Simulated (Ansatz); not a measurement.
**CdH2Se2 (built on the sites of a database entry of CdH2O2): following an unstable mode**

Aim: this structure of CdH2Se2 (built on the sites of a database entry of CdH2O2) is to be tested for unstable modes, and one is followed downhill.

Method: DFT PBEsol, scalar-relativistic, plane waves, PAW, in Ansatz 0.2.0.

This is a report of a sequence of runs, with most program output left out.

The structure was built from a prototype and need not be the compound's stable phase.

**1. Set-up**

It takes space group P-3m1 (No. 164, trigonal). The conventional cell has a = 4.323 Å, b = 4.323 Å, c = 5.900 Å, α = 90.00°, β = 90.00°, γ = 120.00°. Nearest to Cd lie 6 Se at 2.81 Å. Nearest to H lie 1 Se at 1.49 Å. Se has 1 H at 1.49 Å and 3 Cd at 2.81 Å nearest. Farther neighbours and most contacts between anions are not listed.

**2. Phonons on a q mesh**

The cell comes from relaxations at this level that are not shown. Stability and thermal properties need the whole zone. Linear response on a 3×3×2 q mesh gives force constants as far as a supercell of that size would, and the tensors from the zone-centre run are typed in so that the long-range dipole term is interpolated apart.

The input, input.yaml:

```yaml
crystal:
  lattice:
    - [4.3232027575, 3.0369e-06, 0.0]
    - [-2.1616040088, 3.7440018952, 0.0]
    - [0.0, 0.0, 5.8999750515]
  atoms:
    - { symbol: Cd, position: [0.0, 0.0, 0.0] }
    - { symbol: H, position: [0.6666666667, 0.3333333333, 0.5300719046] }
    - { symbol: H, position: [0.3333333333, 0.6666666667, 0.4699280954] }
    - { symbol: Se, position: [0.6666666667, 0.3333333333, 0.7823062415] }
    - { symbol: Se, position: [0.3333333333, 0.6666666667, 0.2176937585] }
kpoints:
  mp_grid: { grid: [6, 6, 4] }
hamiltonian:
  xc: pbesol
scf:
  occupations: { method: fixed }
output:
  eigenvalues: true
phonons:
  method: dfpt
  qmesh: [3, 3, 2]
  temperatures: { t_max: 1000, t_step: 50 }
  qpath:
    path:
      - [[0.0, 0.0, 0.0], [0.5, 0.0, 0.0], [0.33333333, 0.33333333, 0.0], [0.0, 0.0, 0.0], [0.0, 0.0, 0.5], [0.5, 0.0, 0.5], [0.33333333, 0.33333333, 0.5], [0.0, 0.0, 0.5]]
      - [[0.5, 0.0, 0.5], [0.5, 0.0, 0.0]]
      - [[0.33333333, 0.33333333, 0.5], [0.33333333, 0.33333333, 0.0]]
    npoints: 10
  non_analytic_term:
    high_frequency_dielectric_tensor: [[6.8052, 0.0, 0.0], [0.0, 6.8052, 0.0], [0.0, 0.0, 5.1666]]
    born_effective_charges:
      - { species: Cd, tensor: [[2.9917, 0.0, 0.0], [0.0, 2.9917, 0.0], [0.0, 0.0, 1.7419]] }
      - { species: H, tensor: [[-0.0907, 0.0, 0.0], [0.0, -0.0907, 0.0], [0.0, 0.0, 0.1235]] }
      - { species: H, tensor: [[-0.0907, 0.0, 0.0], [0.0, -0.0907, 0.0], [0.0, 0.0, 0.1235]] }
      - { species: Se, tensor: [[-1.4052, 0.0, 0.0], [0.0, -1.4052, 0.0], [0.0, 0.0, -0.9944]] }
      - { species: Se, tensor: [[-1.4052, 0.0, 0.0], [0.0, -1.4052, 0.0], [0.0, 0.0, -0.9944]] }
    source: "zone-centre run at this cell"
```

On the command line:

```
> ansatz run input.yaml --threads 8 --pin off --max-ram 14336MiB --backend cpu --events-out ev --progress --plain --runs-dir out
```

Wall time 69 s (8 threads of AMD EPYC 9R45, shared host); peak memory 1.4 GiB.

This step gave:

* gap on the k-mesh: 0.9216 eV
* volume per atom: 19.10 Å³
* sum-rule residual before enforcement: 1.95e-5 eV/Å²
* lowest frequency on the path: -134.5 cm⁻¹
* point group: -3m
* highest frequency on the path or at a solved wavevector: 2250 cm⁻¹
* highest optical mode at the zone centre (no LO-TO term): 2241 cm⁻¹
* lowest optical zone-centre mode: 45.63 cm⁻¹
* lowest mode on the q mesh (acoustic modes at Γ apart): -128.7 cm⁻¹

Frequencies (cm⁻¹) solved at each irreducible wavevector; negative means imaginary. Frequencies by wavevector, by row:

```
q in reciprocal lattice units  star  mode 1  mode 2  mode 3  mode 4  mode 13  mode 14  mode 15
                        0 0 0     1       0       0       0    45.6    427.1     2239     2241
                     0 0 -0.5     1    20.4    20.4    32.9    83.1    368.2     2229     2250
                   0 0.3333 0     6  -113.8      19    24.3    48.1      469     2236     2239
                0 0.3333 -0.5     6      11    24.1    59.2    80.2    420.4     2230     2243
              0.3333 0.3333 0     2  -128.7    21.3    44.1    44.1    515.9     2237     2237
           0.3333 0.3333 -0.5     2     8.7    37.9    37.9    87.7    396.8     2235     2235
```

Interpolated from a 3×3×2 q mesh, with the LO-TO term (at Γ the limit along the path; where Γ stands inside the path, tables give the limit on arrival). The phonon branches at the labelled points (cm⁻¹):

| point | branch 1 | branch 2 | branch 3 | branch 4 | branch 12 | branch 13 | branch 14 | branch 15 |
| --- | --- | --- | --- | --- | --- | --- | --- | --- |
| Γ | 0 | 0 | 0 | 46 | 427 | 427 | 2239 | 2241 |
| halfway | -90 | 20 | 26 | 44 | 434 | 456 | 2237 | 2240 |
| M | -134 | -39 | 29 | 58 | 442 | 481 | 2236 | 2238 |
| halfway | -130 | -26 | 39 | 53 | 404 | 503 | 2236 | 2238 |
| K | -129 | 21 | 44 | 44 | 347 | 516 | 2237 | 2237 |
| halfway | -95 | 25 | 34 | 46 | 423 | 472 | 2236 | 2240 |
| Γ | 0 | 0 | 0 | 46 | 427 | 427 | 2239 | 2241 |
| halfway | 14 | 14 | 23 | 83 | 411 | 411 | 2233 | 2248 |
| A | 20 | 20 | 33 | 83 | 368 | 368 | 2229 | 2250 |
| halfway | 6 | 24 | 58 | 81 | 364 | 406 | 2229 | 2246 |
| L | -13 | 20 | 52 | 78 | 400 | 430 | 2232 | 2239 |
| halfway | 4 | 36 | 42 | 81 | 397 | 418 | 2232 | 2238 |
| H | 9 | 38 | 38 | 88 | 397 | 397 | 2235 | 2235 |
| halfway | 22 | 24 | 58 | 90 | 381 | 406 | 2229 | 2244 |
| A | 20 | 20 | 33 | 83 | 368 | 368 | 2229 | 2250 |
| jump to L | -13 | 20 | 52 | 78 | 400 | 430 | 2232 | 2239 |
| halfway | -54 | -23 | 33 | 57 | 443 | 445 | 2233 | 2239 |
| M | -134 | -39 | 29 | 58 | 442 | 481 | 2236 | 2238 |
| jump to H | 9 | 38 | 38 | 88 | 397 | 397 | 2235 | 2235 |
| halfway | -23 | 40 | 40 | 70 | 373 | 474 | 2236 | 2236 |
| K | -129 | 21 | 44 | 44 | 347 | 516 | 2237 | 2237 |

Symmetry leaves 6 wavevectors to solve. The lowest mode among them, the acoustic zeros apart, lies at q = (0.333, 0.333, 0) and is imaginary, 128.7i cm⁻¹, so the energy falls along it. Between them the interpolated path dips to 134i cm⁻¹.

**3. The mode frozen in, largest atomic shift 0 Å**

The mode followed lies at q = (0.333, 0.333, 0) with frequency 128.6i cm⁻¹, the softest among the wavevectors solved. At small amplitude the distorted cell has space group no. 147 by a symmetry search on the positions. The undistorted cell that holds it gives the zero of energy on the same k mesh.

System of this step: CdH2Se2 (built on the sites of a database entry of CdH2O2). The structure is trigonal, space group P-3m1 (No. 164). Conventional cell: a = 4.323 Å, b = 4.323 Å, c = 5.900 Å, α = 90.00°, β = 90.00°, γ = 120.00°. Nearest to Cd lie 6 Se at 2.81 Å. Nearest to H lie 1 Se at 1.49 Å. Nearest to Se lie 1 H at 1.49 Å and 3 Cd at 2.81 Å. Farther neighbours and most contacts between anions are not listed.

The input, input.yaml:

```yaml
crystal:
  lattice:
    - [0.0, 0.0, 5.8999750515]
    - [6.4848067663, -3.7439988583, 0.0]
    - [-5.2601e-06, 7.4880068274, 0.0]
  atoms:
    - { symbol: Cd, position: [0.0, 0.0, 0.0] }
    - { symbol: Cd, position: [0.0, 0.6666666667, 0.3333333333] }
    - { symbol: Cd, position: [0.0, 0.3333333333, 0.6666666667] }
    - { symbol: H, position: [0.5300719046, 0.3333333333, 0.3333333333] }
    - { symbol: H, position: [0.5300719046, 0.0, 0.6666666667] }
    - { symbol: H, position: [0.5300719046, 0.6666666667, 0.0] }
    - { symbol: H, position: [0.4699280954, 0.0, 0.3333333333] }
    - { symbol: H, position: [0.4699280954, 0.6666666667, 0.6666666667] }
    - { symbol: H, position: [0.4699280954, 0.3333333333, 1.0] }
    - { symbol: Se, position: [0.7823062415, 0.3333333333, 0.3333333333] }
    - { symbol: Se, position: [0.7823062415, 0.0, 0.6666666667] }
    - { symbol: Se, position: [0.7823062415, 0.6666666667, 0.0] }
    - { symbol: Se, position: [0.2176937585, 0.0, 0.3333333333] }
    - { symbol: Se, position: [0.2176937585, 0.6666666667, 0.6666666667] }
    - { symbol: Se, position: [0.2176937585, 0.3333333333, 1.0] }
kpoints:
  mp_grid: { grid: [4, 6, 6] }
hamiltonian:
  xc: pbesol
scf:
  occupations: { method: gaussian, width: 0.02 }
output:
  forces: true
  stress: true
  eigenvalues: true
```

It took 2 s on 8 threads; peak memory 1.6 GiB; 14 s of CPU time.

This step gave:

* pressure: -0.003895 GPa
* gap on the k-mesh: 0.9225 eV
* energy from the undistorted cell: 0 meV/atom

At this level the gap is 0.92 eV on the k-mesh of the self-consistent run, which can miss the band edges.

**4. The mode frozen in, largest atomic shift 0.14 Å**

The atoms are moved along the unstable eigenvector, the largest shift by 0.14 Å, with the cell fixed.

The input, input.yaml:

```yaml
crystal:
  lattice:
    - [0.0, 0.0, 5.8999750515]
    - [6.4848067663, -3.7439988583, 0.0]
    - [-5.2601e-06, 7.4880068274, 0.0]
  atoms:
    - { symbol: Cd, position: [0.0012477625, -3.1e-09, 0.0] }
    - { symbol: Cd, position: [-0.0012477927, 0.6666666698, 0.3333333333] }
    - { symbol: Cd, position: [-1.51e-08, 0.3333333333, 0.6666666667] }
    - { symbol: H, position: [0.5300719036, 0.354922266, 0.3441274499] }
    - { symbol: H, position: [0.5300719046, -0.0107941166, 0.645078042] }
    - { symbol: H, position: [0.5300719056, 0.6558726337, 0.0107948997] }
    - { symbol: H, position: [0.4699280944, 0.0107948161, 0.3225392168] }
    - { symbol: H, position: [0.4699280954, 0.6774611748, 0.6882552914] }
    - { symbol: H, position: [0.4699280964, 0.3117444007, 0.989206275] }
    - { symbol: Se, position: [0.7823062401, 0.3344834807, 0.3339083811] }
    - { symbol: Se, position: [0.7823062415, -0.0005750478, 0.6655165502] }
    - { symbol: Se, position: [0.7823062429, 0.6660916089, 0.0005750895] }
    - { symbol: Se, position: [0.2176937571, 0.0005750995, 0.3327582855] }
    - { symbol: Se, position: [0.2176937585, 0.6672417353, 0.6678167831] }
    - { symbol: Se, position: [0.2176937599, 0.332183186, 0.9994249731] }
kpoints:
  mp_grid: { grid: [4, 6, 6] }
hamiltonian:
  xc: pbesol
scf:
  occupations: { method: gaussian, width: 0.02 }
output:
  forces: true
  stress: true
  eigenvalues: true
  write_density: true
  write_potential: true
  elf: true
  volumetric_format: npy
```

Run time: 3.3 s. Hardware: 8 threads; peak memory 1.7 GiB.

This step gave:

```yaml
pressure: -0.1834 GPa
gap_on_the_k_mesh: 0.9180 eV
energy_from_the_undistorted_cell: -0.187 meV/atom
```

The energy, extrapolated to zero smearing, is -0.19 meV/atom against the undistorted cell.

The run ends at a pressure of -0.18 GPa, with forces up to 0.11 eV/Å.

**5. Energy along the mode, all amplitudes (two of the runs are shown above)**

An imaginary frequency means negative curvature, so the energy should fall and then rise again as anharmonic terms take over.

This step gave:

- depth at the lowest point sampled: 0.187 meV/atom
- largest atomic shift at that point: 0.14 Å

The energy from the parent by largest atomic shift:

| largest atomic shift (Å) | energy from the parent (meV/atom) |
| --- | --- |
| 0.000 | 0 |
| 0.040 | -0.025 |
| 0.080 | -0.089 |
| 0.140 | -0.187 |
| 0.220 | -0.011 |
| 0.320 | 1.66 |
| 0.450 | 8.77 |

Displacement at unit largest shift by atom:

```csv
atom,x (Å),y (Å),z (Å),size
Cd1,0.00,0.00,0.05,0.05
Cd2,0.00,0.00,-0.05,0.05
Cd3,0.00,0.00,0.00,0.00
H4,1.00,0.00,0.00,1.00
H5,-0.50,-0.87,0.00,1.00
H6,-0.50,0.87,0.00,1.00
H7,0.50,-0.87,0.00,1.00
H8,0.50,0.87,0.00,1.00
H9,-1.00,0.00,0.00,1.00
Se10,0.05,0.00,0.00,0.05
Se11,-0.03,-0.05,0.00,0.05
Se12,-0.03,0.05,0.00,0.05
Se13,0.03,-0.05,0.00,0.05
Se14,0.03,0.05,0.00,0.05
Se15,-0.05,0.00,0.00,0.05
```

The lowest of the steps tried is at 0.14 Å, 0.187 meV/atom below the parent; the bottom of the well need not coincide with a step.

**6. Relaxing from the distorted cell**

Starting from the lowest point found, all atoms and the cell are let go, so that strain and other modes of the same symmetry can join in.

Changes to input.yaml since step 4:

```diff
@@ -26,3 +26,3 @@
 scf:
-  occupations: { method: gaussian, width: 0.02 }
+  occupations: { method: fixed }
 output:
@@ -31,5 +31,6 @@
   eigenvalues: true
-  write_density: true
-  write_potential: true
-  elf: true
-  volumetric_format: npy
+relax:
+  adjacent_minimum: "off"
+  f_tol: 0.002
+  max_steps: 120
+  cell: { stress_tol: 0.03 }
```

Elapsed: 39 s, on 8 threads; peak memory 1.8 GiB; 5 min of CPU time.

Relaxation path:

| step | energy less that of the first step (eV) | largest force component (eV/Å) | pressure (GPa) | volume (Å³) |
| --- | --- | --- | --- | --- |
| 1 | 0.0000 | 0.1053 | -0.18 | 286.49 |
| 2 | -0.0010 | 0.0571 | -0.12 | 285.11 |
| 3 | -0.0075 | 0.0340 | -0.02 | 285.43 |
| 4 | -0.0188 | 0.0763 | -0.02 | 284.99 |
| 5 | -0.0237 | 0.3132 | -0.39 | 282.95 |
| 6 | -0.0424 | 0.0883 | 0.11 | 281.57 |
| 7 | -0.0471 | 0.0766 | 0.10 | 281.02 |
| 8 | -0.0630 | 0.0772 | 0.05 | 277.28 |
| 9 | -0.0651 | 0.0268 | 0.02 | 279.52 |
| 10 | -0.0662 | 0.0103 | -0.04 | 280.76 |
| 11 | -0.0665 | 0.0039 | 0.00 | 281.12 |
| 12 | -0.0664 | 0.0197 | -0.03 | 281.30 |
| 13 | -0.0667 | 0.0035 | 0.01 | 280.98 |
| 14 | -0.0667 | 0.0005 | 0.00 | 281.11 |
| 15 | -0.0667 | 0.0002 | 0.00 | 281.18 |
| 16* | -0.0649 | 0.0005 | 0.00 | 281.18 |

Relaxation steps marked * repeat the geometry before them on a plane-wave basis chosen anew for their cell, so energy and pressure can jump there. Relaxation step 12 was tried and not accepted.

Forces are held to the 6 operations that the run works with; a distortion that breaks them can't arise in this run.

| cell as run | before | after | change |
| --- | --- | --- | --- |
| a (Å) | 5.900 | 5.841 | -1.0 % |
| b (Å) | 7.488 | 7.456 | -0.4 % |
| c (Å) | 7.488 | 7.456 | -0.4 % |
| volume (Å³/atom) | 19.10 | 18.75 | -1.9 % |

The atoms that moved most (Å, as changes of fractional coordinates times the final cell):

| atom | dx | dy | dz | length |
| --- | --- | --- | --- | --- |
| H8 | 0.128 | 0.414 | -0.015 | 0.433 |
| H5 | -0.128 | -0.414 | 0.015 | 0.433 |
| H9 | -0.422 | -0.096 | -0.015 | 0.433 |
| H6 | -0.295 | 0.318 | 0.015 | 0.433 |
| H4 | 0.422 | 0.096 | 0.015 | 0.433 |
| H7 | 0.295 | -0.318 | -0.015 | 0.433 |
| Cd1 | 0.000 | 0.000 | 0.271 | 0.271 |
| Cd2 | 0.000 | 0.000 | -0.271 | 0.271 |

The relaxed structure:

```xyz
15
Lattice="0.0000 0.0000 5.8406 6.4569 -3.7279 0.0000 0.0000 7.4558 0.0000" Properties=species:S:1:pos:R:3 pbc="T T T"
Cd    0.0000    0.0000    0.2786
Cd    4.3046    0.0000   -0.2786
Cd    2.1523    3.7279    0.0000
H     2.7140    1.3391    3.1114
H    -0.1973    4.4359    3.1114
H     3.9402   -2.0470    3.1114
H     0.3644    2.0470    2.7291
H     4.5020    3.0200    2.7291
H     1.5906    6.1167    2.7291
Se    2.1789    1.2643    4.5073
Se    0.0054    4.9367    4.5073
Se    4.2726   -2.4730    4.5073
Se    0.0320    2.4730    1.3333
Se    4.2992    2.5191    1.3333
Se    2.1257    6.1916    1.3333
```

Numbers from this step:

* pressure: -0.003616 GPa
* gap on the k-mesh: 1.077 eV
* volume per atom: 18.75 Å³

The distorted start has space group P-3; the relaxation ends in P-3.

**7. Results**

| Quantity | Value |
| --- | --- |
| unstable mode of the parent | q = (0.333, 0.333, 0), 129i cm⁻¹ |
| depth at the lowest point sampled | 0.187 meV/atom |
| largest atomic shift at that point | 0.14 Å |
| space group reached (within 0.01 Å) | P-3 |
| energy gained over the parent (first relaxation, on the mesh of the frozen mode) | 4.51 meV/atom |
| volume per atom, phase reached | 18.7 Å³ |
| gap on the k-mesh, phase reached | 1.08 eV |

**Reading.** Along this mode the structure falls into P-3, 4.51 meV/atom below the parent. At the parent's cell the well is 0.187 meV/atom deep on the steps tried, with its lowest point at a shift of 0.14 Å. Relaxing atoms and cell changes the gain by +4.33 meV/atom against the lowest step (energies at zero smearing). Most of the total comes from this relaxation. The modes of the phase reached were not computed on this path. How so shallow a well moves with the k mesh was not tested. Of the 2 patterns followed to their end from this parent, this one ends 28.7 meV/atom above the lowest, P-1. Each path keeps the symmetry of its pattern, so a lower phase may lie along a pattern not tried. The program warns that the interpolation holds no quadrupole term, so branches close to Γ can be off in this crystal. The starting cell was built on a prototype and not taken from a measurement, so the phase need not exist.

[Logs are printed without paths, hosts, clocks, repeated set-up lines and the standing remarks that a program may print on its own settings, such as how far it seeks lower states.]

[Hosts, paths, dates, database ids (printed as entryN), source tags and the programs' standing remarks are cut or masked in the printed files.]
